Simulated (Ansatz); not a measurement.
# Starting-point dependence of the GW gap of ZrSe3 (P2_1/m)

How much of the starting functional survives in the G0W0 gap of ZrSe3 (P2_1/m)?

Main program and level: Ansatz 0.2.0; G0W0 on several functionals, plane waves, PAW.

In doubt: masses and optical values from hybrid runs of this build are listed as unsure (step 4), which bears on the screening that GW takes from such a start.

### Step 1. The starting structure

The structure is monoclinic, space group P2_1/m (No. 11). The conventional cell has a = 5.411 Å, b = 3.749 Å, c = 9.444 Å, α = 90.00°, β = 97.48°, γ = 90.00°. Nearest to Zr lie 8 Se at 2.72 to 2.87 Å. Nearest to Se lie 4 Zr at 2.72 to 2.87 Å. Se has 1 Se at 2.34 Å and 2 Zr at 2.73 Å nearest. Nearest to Se lie 1 Se at 2.34 Å and 2 Zr at 2.74 Å. Farther neighbours and most contacts between anions are not listed.

The cell and positions come from the Crystallography Open Database and are kept as given unless a step says otherwise. The default PAW set here is soft_2. Its files were made with PBE.

### Step 2. G0W0 on LDA

G0W0 replaces the xc potential by the self-energy, built once from these orbitals. Only a window of levels is corrected, while the sums run over the empty bands that the input names.

This step: G0W0 on LDA, plane waves, PAW.

The input, input.yaml:

```yaml
crystal:
  lattice:
    - [5.4109, 0.0, 0.0]
    - [0.0, 3.7488, 0.0]
    - [-1.2294209091, 0.0, 9.3636349901]
  atoms:
    - { symbol: Zr, position: [0.285, 0.25, 0.656] }
    - { symbol: Zr, position: [0.715, 0.75, 0.344] }
    - { symbol: Se, position: [0.762, 0.25, 0.554] }
    - { symbol: Se, position: [0.238, 0.75, 0.446] }
    - { symbol: Se, position: [0.456, 0.25, 0.174] }
    - { symbol: Se, position: [0.544, 0.75, 0.826] }
    - { symbol: Se, position: [0.888, 0.25, 0.169] }
    - { symbol: Se, position: [0.112, 0.75, 0.831] }
kpoints:
  mp_grid: { grid: [4, 4, 2] }
hamiltonian:
  xc: lda
scf:
  occupations: { method: fixed }
gw:
  n_empty_bands: 444
  ecut_chi: 102
  qp_bands: [v2, c2]
  qp_kpoints: band_edges
  screening: { model: contour_deformation }
```

On the command line:

```
> ansatz run input.yaml --threads 3 --pin off --max-ram 92160MiB --backend cuda --events-out ev --progress --plain --runs-dir out --devices 1 --max-vram 13GiB
```

Numbers of over 12 decimals in the logs are rounded to 6 here.

What it wrote:

```text
GPUs: using 1 of 1 available (devices: 1).
Engine: ansatz 0.2.0, x86_64-unknown-linux-gnu
Pseudopotentials: kind: paw
Pseudopotential: Zr, paw, valence charge 12, recommended cutoff 420 eV (normal), Zr.paw.azcp
Pseudopotential: Se, paw, valence charge 16, recommended cutoff 420 eV (normal), Se.paw.azcp
Functional definition: SPW92
  exchange = slater_x
  correlation = pw_c
device memory: the entry about to start is reckoned to put 3.7 GiB on a device that reports 65.3 GiB free (of which the cap on the GPU budget leaves the run 13.0 GiB)
GPU FFT provider: cuFFT
GPU libraries: cuBLAS 13.8.2, cuFFT 12.4.0, cuSOLVER 12.3.4
Crystal: 8 atoms, lattice volume = 189.936 Å³
Basis set: ecut = 420 eV, 3689 PW (Γ)
Bands: 72, of which v1, the nominal top of the filled ones, is band 60 counted from 1 (59 counted from 0)
Symmetry: 4 space group operations
Space group: P21/m (ITA 11), of the structure as read, at distance tolerance 5.7e-5 Å
k-points: 18 of 32
Non-local potential: Zr, projectors of the file, l = 0: 3, l = 1: 2, l = 2: 2, l = 3: 2
Non-local potential: Se, projectors of the file, l = 0: 2, l = 1: 2, l = 2: 3, l = 3: 1
PAW form: soft (Blöchl's): semilocal exchange-correlation on the pseudo side does not see the compensation charge
PAW frozen core: Zr, regenerated for the run's functional, and the local potential with it (the file was generated under x = pbe(κ = 0.804, μ = 0.219515), c = pbe(β = 0.066725))
PAW frozen core: Se, regenerated for the run's functional, and the local potential with it (the file was generated under x = pbe(κ = 0.804, μ = 0.219515), c = pbe(β = 0.066725))
PAW one-centre angular grid: Zr, 590 points (default); XC on 64 Gauss nodes
PAW one-centre angular grid: Se, 590 points (default); XC on 64 Gauss nodes
Initial density: superposition of atomic densities (neutral atoms: chi_scale 0, normalization atom), corrected by the library's trained network
Initial wavefunctions: pseudopotential atomic-orbital guess
GPU buffer pool allocated for 69120 grid points (all kernels)
GPU transforms: local potential and band sums: pruned to the plane-wave sphere, on 40×25×64
Functional: x = slater, c = lda
SCF iter   1: F=—  HF=-40463.135419 eV  |F-HF|=—  |Δ(HF+E_count)|=         —  Δρ=5.89e-3  dr2=8.82e-2  ethr=1.77e-3  ⟨swp⟩=4.4  Hψ=4515  notcnv=0  defer=127
preconditioner: auto → Resta (q_TF=auto, 2.527 Å⁻¹)  ε∞=5.4  [insulator: Δε(μ)=0.416 eV  Ē_g=8.542 eV  n_scr=52 (ndim 8)  ℏωp=17.9 eV  f_vac=0.061  ε∞_Penn≈5.4]
SCF iter   2: F=—  HF=-40463.123688 eV  |F-HF|=—  |Δ(HF+E_count)|=   1.17e-2  Δρ=3.19e-3  dr2=1.01e-2  ethr=7.35e-5  ⟨swp⟩=2.0  Hψ=1551  notcnv=0  defer=180
SCF iter   3: F=—  HF=-40463.122830 eV  |F-HF|=—  |Δ(HF+E_count)|=   8.57e-4  Δρ=1.11e-3  dr2=2.02e-3  ethr=8.45e-6  ⟨swp⟩=2.0  Hψ=1598  notcnv=0  defer=180
SCF iter   4: F=—  HF=-40463.122687 eV  |F-HF|=—  |Δ(HF+E_count)|=   1.43e-4  Δρ=2.33e-4  dr2=1.26e-4  ethr=1.69e-6  ⟨swp⟩=2.6  Hψ=2262  notcnv=0  defer=180
SCF iter   5: F=—  HF=-40463.122680 eV  |F-HF|=—  |Δ(HF+E_count)|=   6.91e-6  Δρ=6.21e-5  dr2=1.22e-5  ethr=1.05e-7  ⟨swp⟩=2.8  Hψ=2284  notcnv=0  defer=86
SCF iter   6: F=—  HF=-40463.122680 eV  |F-HF|=—  |Δ(HF+E_count)|=   3.45e-7  Δρ=2.05e-5  dr2=1.50e-6  ethr=1.02e-8  ⟨swp⟩=2.0  Hψ=1939  notcnv=0  defer=84
SCF iter   7: F=—  HF=-40463.122679 eV  |F-HF|=—  |Δ(HF+E_count)|=   2.53e-7  Δρ=8.48e-6  dr2=2.19e-7  ethr=1.25e-9  ⟨swp⟩=2.0  Hψ=1918  notcnv=0  defer=84
SCF iter   8: F=-40463.122679 eV  HF=-40463.122679 eV  |F-HF|=1.49e-8  |Δ(HF+E_count)|=   2.15e-9  Δρ=2.48e-6  dr2=1.98e-8  ethr=8.33e-11  ⟨swp⟩=9.2  Hψ=4588  notcnv=0
SCF 1 converged in 8 iterations: F = -40463.122679 eV  dr2 = 1.98e-8
  greatest PAW one-centre occupation: 1.000 electrons in one spin orbital (limit 2), on the Se atom at site 7 (counted from 0), in its partial waves of l = 2
device memory: the entry about to start is reckoned to put 4.6 GiB (of the 4.7 GiB reckoned in all, the device holds 0.1 GiB already) on a device that reports 65.1 GiB free (of which the cap on the GPU budget leaves the run 12.9 GiB)
NSCF: frozen V_eff on 18 k-points
the band table was solved once the SCF had ended and its energy, with any forces and stress, was formed, with the checks that follow a solve (5055 applications of the Hamiltonian). They found nothing against the state; the energy, forces and stress were not computed again (output.eigenvalues in the input reference)
device memory: the entry about to start is reckoned to put 5.5 GiB on a device that reports 65.3 GiB free (of which the cap on the GPU budget leaves the run 13.0 GiB)
NSCF: frozen V_eff on 18 k-points
G₀W₀ screening: q 1/18
[... further progress lines ...]
device memory: the entry about to start is reckoned to put 1.1 GiB on a device that reports 65.2 GiB free (of which the cap on the GPU budget leaves the run 13.0 GiB)
NSCF: frozen V_eff on 1 k-points
device memory: the entry about to start is reckoned to put 1.1 GiB on a device that reports 65.2 GiB free (of which the cap on the GPU budget leaves the run 13.0 GiB)
NSCF: frozen V_eff on 1 k-points
SCF converged after 8 iterations
Free energy (F): -40463.122679 eV
Harris-Foulkes:  -40463.122679 eV  (|F-HF|=1.49e-8)
Internal energy: -40463.122679 eV  (E = F + TS)
E sigma→0 (E₀):  -40463.122679 eV
Fermi energy:    9.325709 eV
--- Per-component energies (eV) ---
  E_band       = -2497.934586
  E_kinetic    = 1384.365436
  E_local      = -16477.208902  (includes V_loc(G=0)·N_el)
  E_nonlocal   = -3368.058144
  E_hartree    = 7912.587872
  E_xc         = -945.905147
  E_vxc        = -976.546103  (∫ρ·V_xc dr)
  E_paw        = -16659.534508  (= ΣΔE_a)
  E_vpaw       = 1114.333214  (= ΣTr[D̂ρ^β])
  E_aug_tail   = -0.003622  (compensation charges beyond the density's cutoff)
  E_ewald      = -12323.410640
  E_core_change = 14.044975  (= ΣΔE_core)
  E_smearing   = -0.000000  (= −TS)
  E_closure    = -0.000000  (closes the sum)
  Σ components = -40463.122679   (vs F -40463.122679, Δ=0.00e0)
--- Band table (eV; the first three rows and the last of 18) ---
  k-point 0: bands = [... 56 lower, 8.6355, 8.7346, 9.2000, 9.3257, 9.9542, 10.3214, 11.9512, 12.1396, ... 8 higher]
  k-point 1: bands = [... 56 lower, 8.6263, 8.7226, 9.1721, 9.2294, 9.7976, 10.4868, 11.9597, 12.1083, ... 8 higher]
  k-point 2: bands = [... 56 lower, 8.0437, 8.0939, 8.2909, 8.4392, 11.0701, 11.2750, 11.9855, 12.1122, ... 8 higher]
  k-point 17: bands = [... 56 lower, 7.6505, 7.6505, 7.8975, 7.8975, 9.8612, 9.8612, 11.8253, 11.8253, ... 8 higher]
--- G₀W₀: contour deformation, 8 samples at zero and on the imaginary axis and 1 off it, 32 q-points, 444 empty bands' worth ---
  eigenvalues of the whole cell's RPA ε∞ on this k-mesh (on a slab, of 1 + 4πα/V) = 7.2781, 13.9072, 19.1694; static W/v taken at q = 0 is 0.070534
  gw.qp_kpoints: band_edges: 10 of 18 stored k-points solved, in 1 pass; an edge of the gap read off the rows below is read off those points alone
    valence top: of the k-points left out ik 9 came nearest to being solved in a further pass, in band 59 (counted from 1, as in the quasiparticle table): it holds the edge there only if its correction is more favourable than any solved in that band by at least 0.860 eV; those differ by 0.124 eV
    conduction bottom: of the k-points left out ik 3 came nearest to being solved in a further pass, in band 61 (counted from 1, as in the quasiparticle table): it holds the edge there only if its correction is more favourable than any solved in that band by at least 1.297 eV; those differ by 0.148 eV
    ik  band        ε_KS         Σx   Σc(E_QP)       V_xc       Z   E_QP_lin       E_QP  E_QP is
     0    59      9.2000   -17.3338     1.0895   -16.1486  0.7463     9.1041     9.1043  root
     0    60      9.3257   -18.0659     1.6055   -16.2779  0.7452     9.1422     9.1432  root
     0    61      9.9542    -9.8606    -4.3624   -14.7287  0.7419    10.4714    10.4600  root
     0    62     10.3214    -9.8821    -4.9451   -15.4417  0.7317    10.9538    10.9359  root
     1    59      9.1721   -17.3026     1.1135   -16.0888  0.7468     9.0716     9.0719  root
     1    60      9.2294   -17.9230     1.5983   -16.1491  0.7433     9.0529     9.0539  root
     1    61      9.7976    -9.4706    -4.5632   -14.5847  0.7449    10.3617    10.3486  root
     1    62     10.4868   -10.0693    -4.8929   -15.5546  0.7284    11.0976    11.0793  root
     6    59      8.9427   -17.4956     1.4300   -15.8713  0.7403     8.7472     8.7484  root
     6    60      9.2633   -17.9796     1.5502   -16.2467  0.7438     9.0796     9.0806  root
     6    61     10.1400    -9.7592    -4.6371   -14.9420  0.7369    10.7002    10.6857  root
     6    62     10.3885   -10.1117    -4.8365   -15.5462  0.7308    11.0033    10.9866  root
     7    59      8.7628   -17.6475     1.5269   -15.9304  0.7355     8.5712     8.5725  root
     7    60      9.1573   -17.8256     1.5379   -16.1124  0.7419     8.9810     8.9820  root
     7    61     10.0721    -9.7986    -4.6409   -14.9970  0.7377    10.6439    10.6295  root
     7    62     10.5143   -10.2080    -4.8659   -15.6675  0.7277    11.1261    11.1079  root
    12    59      8.9517   -17.8431     1.6551   -15.9707  0.7393     8.7327     8.7344  root
    12    60      9.0233   -17.8424     1.5867   -16.0512  0.7396     8.8173     8.8188  root
    12    61      9.6169   -11.6899    -2.8996   -14.9996  0.7454    10.0319    10.0268  root
    12    62      9.9571   -11.6484    -3.2057   -15.3253  0.7402    10.4381    10.4282  root
    13    59      8.8753   -17.7034     1.6712   -15.8129  0.7363     8.6541     8.6560  root
    13    60      8.9025   -17.7326     1.5951   -15.9381  0.7376     8.7016     8.7031  root
    13    61      9.6297   -11.0322    -3.2613   -14.7810  0.7469    10.1255    10.1171  root
    13    62      9.8536   -11.1790    -3.4263   -15.1213  0.7426    10.3814    10.3695  root
[...]
16    59      7.9950   -17.2811     1.8392   -15.2287  0.7220     7.7798     7.7818  root
    16    60      7.9950   -17.2811     1.8392   -15.2287  0.7220     7.7798     7.7818  root
    16    61      9.8524   -10.8725    -3.5134   -14.9261  0.7422    10.4066    10.3927  root
    16    62      9.8524   -10.8725    -3.5134   -14.9261  0.7422    10.4066    10.3927  root
    17    59      7.8975   -17.2008     1.7632   -15.2546  0.7205     7.7131     7.7145  root
    17    60      7.8975   -17.2008     1.7632   -15.2546  0.7205     7.7131     7.7145  root
    17    61      9.8612   -10.8825    -3.5313   -14.9595  0.7419    10.4214    10.4069  root
    17    62      9.8612   -10.8825    -3.5313   -14.9595  0.7419    10.4214    10.4069  root
```

Wall time 50 s (1 × NVIDIA H100 80GB HBM3 (shared by 6 runs) with 3 threads of AMD EPYC 7R13 (Zen 3), shared host); peak memory 2.4 GiB; 91 s of CPU time.

Numbers from this step:

```yaml
bands_summed: 504
rpa_eps_infinity_on_this_mesh_eigenvalues: 7.278, 13.91, 19.17
plane_waves_in_the_screening_matrix: 445
q_points_in_the_mesh: 32
g0w0_gap_on_the_mesh: 0.8837 eV
k_of_the_valence_top: 0, 0, 0
k_of_the_conduction_bottom: -0.5, 0, 0
starting_gap_on_the_mesh: 0.2912 eV
z_at_the_valence_top: 0.7452
z_at_the_conduction_bottom: 0.7454
least_direct_g0w0_gap_on_the_computed_points: 1.208 eV
```

The gap on the mesh goes from 0.29 eV to 0.88 eV, a correction of +0.59 eV. Between the two edge states, bare exchange in place of the xc potential would open the gap by 5.10 eV, and correlation takes back 4.51 eV.

### Step 3. G0W0 on r2SCAN

The same correction from a different start measures what one shot leaves open.

This step: G0W0 on r2SCAN, plane waves, PAW.

Edit input.yaml of step 2 so:

```diff
@@ -17,3 +17,3 @@
 hamiltonian:
-  xc: lda
+  xc: r2scan
 scf:
```

What it wrote:

```text
GPUs: using 1 of 1 available (devices: 1).
[...]
GPU FFT provider: cuFFT
GPU libraries: cuBLAS 13.8.2, cuFFT 12.4.0, cuSOLVER 12.3.4
Crystal: 8 atoms, lattice volume = 189.936 Å³
Basis set: ecut = 500 eV, 4769 PW (Γ), exchange–correlation on 160×120×288 points (64 copies of the dense FFT grid, shifted against one another)
Bands: 72, of which v1, the nominal top of the filled ones, is band 60 counted from 1 (59 counted from 0)
[... 1 set-up line as in the run before ...]
[...]
k-points: 18 of 32
[...]
GPU buffer pool allocated for 86400 grid points (all kernels)
GPU transforms: local potential: pruned to the plane-wave sphere, on 40×27×72; band sums: pruned to the plane-wave sphere, on 40×30×72
[...]
SCF iter   1: F=—  HF=-41268.507602 eV  |F-HF|=—  |Δ(HF+E_count)|=         —  Δρ=9.70e-3  dr2=3.62e-1  dr2_τ=5.14e-2  ethr=1.77e-3  ⟨swp⟩=4.4  Hψ=3772  notcnv=0  defer=152
[...]
SCF iter   8: F=-41268.592387 eV  HF=-41268.592387 eV  |F-HF|=1.80e-8  |Δ(HF+E_count)|=   8.07e-8  Δρ=4.68e-6  dr2=5.10e-8  dr2_τ=1.79e-9  ethr=8.33e-11  ⟨swp⟩=9.2  Hψ=4672  notcnv=0
SCF 1 converged in 8 iterations: F = -41268.592387 eV  dr2 = 5.10e-8
[...]
NSCF: frozen V_eff on 18 k-points
[...]
G₀W₀ screening: q 1/18
[... further progress lines ...]
[...]
SCF converged after 8 iterations
Free energy (F): -41268.592387 eV
[...]
Internal energy: -41268.592387 eV  (E = F + TS)
E sigma→0 (E₀):  -41268.592387 eV
Fermi energy:    9.322633 eV
[...]
--- Band table (eV; the first three rows and the last of 18) ---
  k-point 0: bands = [... 56 lower, 8.6707, 8.7686, 9.2522, 9.3226, 10.4020, 10.7855, 12.3391, 12.6065, ... 8 higher]
  k-point 1: bands = [... 56 lower, 8.6716, 8.7561, 9.2234, 9.2303, 10.2675, 10.9543, 12.3406, 12.5923, ... 8 higher]
  k-point 2: bands = [... 56 lower, 8.0566, 8.1576, 8.3418, 8.4601, 11.5291, 11.7531, 12.4543, 12.5434, ... 8 higher]
  k-point 17: bands = [... 56 lower, 7.6492, 7.6492, 7.9319, 7.9319, 10.2469, 10.2469, 12.2454, 12.2454, ... 8 higher]
[...]
0    59      9.2522   -17.4966     1.2387   -16.0842  0.7654     9.0779     9.0784  root
     0    60      9.3226   -18.1349     1.6654   -16.2834  0.7650     9.1359     9.1365  root
     0    61     10.4020    -9.6461    -4.3575   -14.2460  0.7618    10.6457    10.6444  root
     0    62     10.7855    -9.8450    -4.8330   -14.9900  0.7510    11.1000    11.0975  root
     1    59      9.2234   -17.4723     1.2607   -16.0355  0.7659     9.0469     9.0474  root
     1    60      9.2303   -18.0105     1.6605   -16.1642  0.7637     9.0438     9.0445  root
     1    61     10.2675    -9.4037    -4.4820   -14.1293  0.7633    10.5124    10.5112  root
     1    62     10.9543   -10.0455    -4.7781   -15.1308  0.7482    11.2639    11.2614  root
[...]
17    59      7.9319   -17.3170     1.8228   -15.2277  0.7439     7.6634     7.6655  root
    17    60      7.9319   -17.3170     1.8228   -15.2277  0.7439     7.6634     7.6655  root
    17    61     10.2469   -10.7604    -3.4333   -14.6685  0.7643    10.7269    10.7217  root
    17    62     10.2469   -10.7604    -3.4333   -14.6685  0.7643    10.7269    10.7217  root
```

Wall time 73 s (1 × NVIDIA H100 80GB HBM3 (shared by 6 runs) with 3 threads); peak memory 2.7 GiB.

Numbers from this step:

```yaml
bands_summed: 504
rpa_eps_infinity_on_this_mesh_eigenvalues: 5.901, 10.89, 11.88
plane_waves_in_the_screening_matrix: 445
q_points_in_the_mesh: 32
g0w0_gap_on_the_mesh: 1.209 eV
k_of_the_valence_top: 0, 0, 0
k_of_the_conduction_bottom: -0.5, 0, 0
starting_gap_on_the_mesh: 0.6314 eV
z_at_the_valence_top: 0.7650
z_at_the_conduction_bottom: 0.7673
least_direct_g0w0_gap_on_the_computed_points: 1.464 eV
```

Against the run with 4×4×2 mesh, 444 empty bands, screening to 102 eV on LDA, the gap moves by +0.33 eV, while the start moved by +0.34 eV.

### Step 4. G0W0 on HSE06

This step: G0W0 on HSE06, plane waves, PAW.

Edit input.yaml of step 3 so:

```diff
@@ -17,3 +17,3 @@
 hamiltonian:
-  xc: r2scan
+  xc: hse06
 scf:
```

What it wrote:

```text
GPUs: using 1 of 1 available (devices: 1).
[...]
davidson cushion auto → on  (no smearing: the cushion is to keep the highest requested band from converging to the state above it; pin scf.eigensolver.cushion to override)
[...]
GPU FFT provider: cuFFT
GPU libraries: cuBLAS 13.8.2, cuFFT 12.4.0, cuSOLVER 12.3.4
Crystal: 8 atoms, lattice volume = 189.936 Å³
Basis set: ecut = 420 eV, 3689 PW (Γ)
[...]
1    61     10.4286    -9.0131    -4.3468   -13.4683  0.7850    10.5371    10.5368  root
     1    62     11.1884    -9.6244    -4.6149   -14.3626  0.7733    11.3119    11.3117  root
[...]
17    59      7.5853   -17.2378     1.6977   -15.4550  0.7688     7.5000     7.5002  root
    17    60      7.5853   -17.2378     1.6977   -15.4550  0.7688     7.5000     7.5002  root
    17    61     10.5162   -10.4353    -3.3777   -14.0710  0.7868    10.7750    10.7742  root
    17    62     10.5162   -10.4353    -3.3777   -14.0710  0.7868    10.7750    10.7742  root
[key lines of the parts left out:]
Free energy (F): -41204.713386 eV
Fermi energy:    9.103652 eV
```

Elapsed: 2 min, on 1 × NVIDIA H100 80GB HBM3 (shared by 6 runs) with 3 threads; peak memory 3 GiB; 2.8 min of CPU time.

Numbers from this step:

```yaml
bands_summed: 504
rpa_eps_infinity_on_this_mesh_eigenvalues: 5.335, 9.423, 9.428
plane_waves_in_the_screening_matrix: 445
g0w0_gap_on_the_mesh: 1.366 eV
k_of_the_valence_top: 0, 0, 0
k_of_the_conduction_bottom: -0.5, 0, 0
starting_gap_on_the_mesh: 1.059 eV
least_direct_g0w0_gap_on_the_computed_points: 1.597 eV
```

Against the run with 4×4×2 mesh, 444 empty bands, screening to 102 eV on r2SCAN, the gap moves by +0.16 eV, while the start moved by +0.43 eV.

### Step 5. The starts together

All on the 4×4×2 mesh with 444 empty bands and screening to 102 eV. Times are wall times on 1 × NVIDIA H100 80GB HBM3 (shared by 6 runs) with 3 threads of AMD EPYC 7R13 (Zen 3), shared host, good to a factor of about two.

```csv
start,starting gap (eV),shift (eV),G0W0 gap (eV),RPA ε∞ (harmonic mean),"Z (valence, conduction)",time
LDA,0.29,+0.59,0.88,11.47,"0.75, 0.75",50 s
r2SCAN,0.63,+0.58,1.21,8.69,"0.76, 0.77",73 s
HSE06,1.06,+0.31,1.37,7.51,"0.79, 0.79",2 min
```

The parts of the quasiparticle energy at the two band edges (eV; QP = start + Σx + Σc − Vxc):

```csv
run,edge,start,Σx,Σc,Vxc,Z,QP
LDA,valence top,9.33,-18.07,1.61,-16.28,0.75,9.14
LDA,conduction bottom,9.62,-11.69,-2.90,-15.00,0.75,10.03
r2SCAN,valence top,9.32,-18.13,1.67,-16.28,0.77,9.14
r2SCAN,conduction bottom,9.95,-11.18,-3.04,-14.61,0.77,10.35
HSE06,valence top,9.10,-18.05,1.57,-16.40,0.79,9.02
HSE06,conduction bottom,10.16,-10.63,-3.13,-13.99,0.79,10.39
```

For a hybrid start, Vxc holds its share of exact exchange.

### Step 6. What came out

```json
{
  "G0W0@LDA": "0.88 eV (start 0.29 eV)",
  "G0W0@r2SCAN": "1.21 eV (start 0.63 eV)",
  "G0W0@HSE06": "1.37 eV (start 1.06 eV)",
  "known limits": "not at the basis limit; no spin-orbit coupling; coarse k mesh"
}
```

What this shows: The starting gaps span 0.77 eV and the G0W0 gaps 0.48 eV. Between LDA and HSE06, 0.48 eV of the 0.77 eV survives, 63 %. The smallest correction, +0.31 eV, is on HSE06, the start nearest to reproducing itself. Bands and cutoff are finite, so the gap is not at the basis limit. The miss can reach some tenths of an eV and take either sign; the mesh is an error of its own. The 4×4×2 mesh is coarse for this cell (its supercell is 15 Å along the shortest edge). The RPA ε∞ on it, from the LDA start, is 7.28, 13.91 and 19.17; such meshes misread the long-range screening, most where the gap is narrow. The many-body steps are scalar-relativistic: spin-orbit coupling is not in them.

[Paths, hosts, dates, memory and timing lines, banners, echoed tables and standing remarks are left out of the program output.]

[Logs are printed without paths, hosts, clocks, repeated set-up lines and the standing remarks that a program may print on its own settings, such as how far it seeks lower states.]

[Runs of the session that timed out or met a known fault of the program may be left out.]

[Cells called generated may have been cut or substituted from an entry of the Crystallography Open Database or the Materials Project.]

[Hosts, paths, dates, database ids (printed as entryN), source tags and the programs' standing remarks are cut or masked in the printed files.]
